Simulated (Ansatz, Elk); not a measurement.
# Bonding as seen by X-rays: Bi3Ir, part 2 of 2

The structure of Bi3Ir used here is made up (a known structure type with other elements) and was relaxed beforehand with r2SCAN. The aim is the Fourier transform of its all-electron density, F(hkl), set beside the sum over free spherical atoms that refinements use.

Elk 11.2.3 (patched build); all-electron DFT.

So far: The starting structure; Ground state and structure factors; The highest occupied states alone.

The structure was built from a prototype and need not be the compound's stable phase.

### 4. Another functional

Level of this step: DFT, LDA (Perdew-Wang), all-electron APW+lo, Dirac cores, scalar-relativistic bands, static density, no spin (Elk).

The difference from free atoms is small, so it is set against the change that LDA (Perdew-Wang) makes.

File elk.in:

```
tasks
  0
  195

xctype
  3

spinpol
  .false.

rgkmax
  7.0

gmaxvr
  14.0

lmaxo
  7

lmaxapw
  8

swidth
  0.002

tshift
  .false.

ramdisk
  .false.

hmaxvr
  5.5

maxscl
  120

epspot
  1e-06

sppath
  './'

avec
  -0.00000000000 6.96457136677 6.96457136677
  6.96457136677 -0.00000000000 6.96457136677
  6.96457136677 6.96457136677 -0.00000000000

atoms
  2
  'Bi.in'
  3
  0.5000000000 0.5000000000 0.5000000000   0.000000 0.000000 0.000000
  0.7500000000 0.7500000000 0.7500000000   0.000000 0.000000 0.000000
  0.2500000000 0.2500000000 0.2500000000   0.000000 0.000000 0.000000
  'Ir.in'
  1
  0.0000000000 -0.0000000000 -0.0000000000   0.000000 0.000000 0.000000

ngridk
  5 5 5
```

Command:

```bash
$ OMP_NUM_THREADS=4 elk
```

Numbers of over 12 decimals in the logs are rounded to 6 here.

Output:

```text
┌─────────────────────────┐
│ Elk code version 11.2.3 │
└─────────────────────────┘

All units are atomic (Hartree, Bohr, etc.)

┌─────────────────────────────────────────────────┐
│ Ground-state run starting from atomic densities │
└─────────────────────────────────────────────────┘

Lattice vectors :
  -0.000000000       6.964571367       6.964571367
   6.964571367      -0.000000000       6.964571367
   6.964571367       6.964571367      -0.000000000

Reciprocal lattice vectors :
 -0.4510819817      0.4510819817      0.4510819817
[...]
atom 3                    :    81.21232543     (  0.6777421405E-03)
  species : 2 (Ir)
   atom 1                    :    76.04712924     (  0.2436223178E-03)
 total in muffin-tins        :    319.7335591
 total calculated charge     :    325.9972873
 total charge                :    326.0000000
 error                       :   0.2712724834E-02

┌──────────────────────────────┐
│ Self-consistent loop stopped │
└──────────────────────────────┘

Warning : core states of species 1 leak from the muffin-tin :   0.6823045998E-03

Warning : core states of species 2 leak from the muffin-tin :   0.2436223178E-03

Wrote STATE.OUT
[key lines of the parts left out:]
total energy                :     -82558.127521974
```

Wall time 12 s (4 threads of Arm Neoverse V2, shared host); peak memory 0.16 GiB; 26 s of CPU time.

Against the first run R = 0.01 %; the largest change is -0.041 at 400.

### 5. Basis size

The basis and the expansions that go with it are enlarged, to see whether the differences are converged.

Edit elk.in of step 4 so:

```diff
@@ -5,3 +5,3 @@
 xctype
-  3
+  20
 
@@ -11,12 +11,12 @@
 rgkmax
-  7.0
+  8.5
 
 gmaxvr
-  14.0
+  18.0
 
 lmaxo
-  7
+  9
 
 lmaxapw
-  8
+  10
```

Command:

```bash
$ OMP_NUM_THREADS=4 elk
```

Output:

```text
┌─────────────────────────┐
│ Elk code version 11.2.3 │
└─────────────────────────┘

All units are atomic (Hartree, Bohr, etc.)

┌─────────────────────────────────────────────────┐
│ Ground-state run starting from atomic densities │
└─────────────────────────────────────────────────┘

Lattice vectors :
  -0.000000000       6.964571367       6.964571367
   6.964571367      -0.000000000       6.964571367
   6.964571367       6.964571367      -0.000000000

Reciprocal lattice vectors :
 -0.4510819817      0.4510819817      0.4510819817
[...]
atom 3                    :    81.19962452     (  0.6746591941E-03)
  species : 2 (Ir)
   atom 1                    :    76.06039128     (  0.2496848621E-03)
 total in muffin-tins        :    319.7115661
 total calculated charge     :    325.9975587
 total charge                :    326.0000000
 error                       :   0.2441278412E-02

┌──────────────────────────────┐
│ Self-consistent loop stopped │
└──────────────────────────────┘

Warning : core states of species 1 leak from the muffin-tin :   0.6795026574E-03

Warning : core states of species 2 leak from the muffin-tin :   0.2496848621E-03

Wrote STATE.OUT
[key lines of the parts left out:]
total energy                :     -82602.734628810
```

Wall time 47 s (4 threads); peak memory 0.39 GiB; 94 s of CPU time.

Against the first run R = 0.00 %; the largest change is -0.016 at 422.

### 6. Basis size

A smaller basis shows how fast F responds to it; the change is likely larger than the basis error of the first run, but doesn't show convergence.

Edit elk.in of step 5 so:

```diff
@@ -11,12 +11,12 @@
 rgkmax
-  8.5
+  5.5
 
 gmaxvr
-  18.0
+  14.0
 
 lmaxo
-  9
+  7
 
 lmaxapw
-  10
+  8
```

Command:

```bash
$ OMP_NUM_THREADS=4 elk
```

Output:

```text
┌─────────────────────────┐
│ Elk code version 11.2.3 │
└─────────────────────────┘

All units are atomic (Hartree, Bohr, etc.)

┌─────────────────────────────────────────────────┐
│ Ground-state run starting from atomic densities │
└─────────────────────────────────────────────────┘

Lattice vectors :
  -0.000000000       6.964571367       6.964571367
   6.964571367      -0.000000000       6.964571367
   6.964571367       6.964571367      -0.000000000

Reciprocal lattice vectors :
 -0.4510819817      0.4510819817      0.4510819817
[...]
atom 3                    :    81.15779989     (  0.6796701479E-03)
  species : 2 (Ir)
   atom 1                    :    75.94531875     (  0.2476458402E-03)
 total in muffin-tins        :    319.4675441
 total calculated charge     :    325.9974703
 total charge                :    326.0000000
 error                       :   0.2529660412E-02

┌──────────────────────────────┐
│ Self-consistent loop stopped │
└──────────────────────────────┘

Warning : core states of species 1 leak from the muffin-tin :   0.6843677448E-03

Warning : core states of species 2 leak from the muffin-tin :   0.2476458402E-03

Wrote STATE.OUT
[key lines of the parts left out:]
total energy                :     -82602.520521819
```

The job ended after 23 s (4 threads; peak memory 0.21 GiB).

Against the first run R = 0.02 %; the largest change is +0.119 at 400.

### 7. Settings against the effect

| run | R against the first run (%) | R against neutral atoms, low angle (%) | wall time |
| --- | --- | --- | --- |
| PBE, rgkmax 7 | 0.00 | 0.27 | 23 s |
| LDA (Perdew-Wang) | 0.01 | 0.26 | 12 s |
| rgkmax 8.5 with larger expansions | 0.00 | 0.26 | 47 s |
| rgkmax 5.5 | 0.02 | 0.26 | 23 s |

### 8. What came out

```
R against neutral atoms, sin θ/λ < 0.3 Å⁻¹ : 0.27 %
R against neutral atoms, 0.3 to 0.83 Å⁻¹   : 0.11 %
```

**Reading.** Independent neutral atoms miss the calculated amplitudes by R = 0.27 % below 0.3 Å⁻¹ and 0.11 % from there to 0.83 Å⁻¹; by shells, 6.16 % below 0.15 Å⁻¹ (2 forms), 0.18 % 0.15 to 0.3 (5 forms), 0.08 % 0.3 to 0.45 (10 forms), 0.12 % above 0.45 (57 forms). Bonding, aspherical density and the tables' own atoms all enter these figures, and the runs don't part them. The largest change of an amplitude is -0.33 electrons, at 111. The window's part falls from 19.0 electrons at the origin to at most 0.29 between 0.45 and 0.83 Å⁻¹. Below 0.3 Å⁻¹ the changes that finished (LDA (Perdew-Wang), rgkmax 8.5 with larger expansions and rgkmax 5.5) move F by R = 0.05 % at most, against the 0.27 % that separates it from free atoms. A single amplitude moves by up to 0.12 electrons, against 0.33 for the largest difference from free atoms. The k-mesh has no finished test. These runs have no spin, though d or f shells may be open. Spin-orbit coupling is left out, which can matter for elements this heavy. Part of the difference isn't bonding: the tables are fits to free atoms and ions calculated by other methods than this functional. Thermal motion, anomalous dispersion and extinction are left out.

[Logs are printed without paths, hosts, clocks, repeated set-up lines and the standing remarks that a program may print on its own settings, such as how far it seeks lower states.]

[Hosts, paths, dates, database ids (printed as entryN), source tags and the programs' standing remarks are cut or masked in the printed files.]
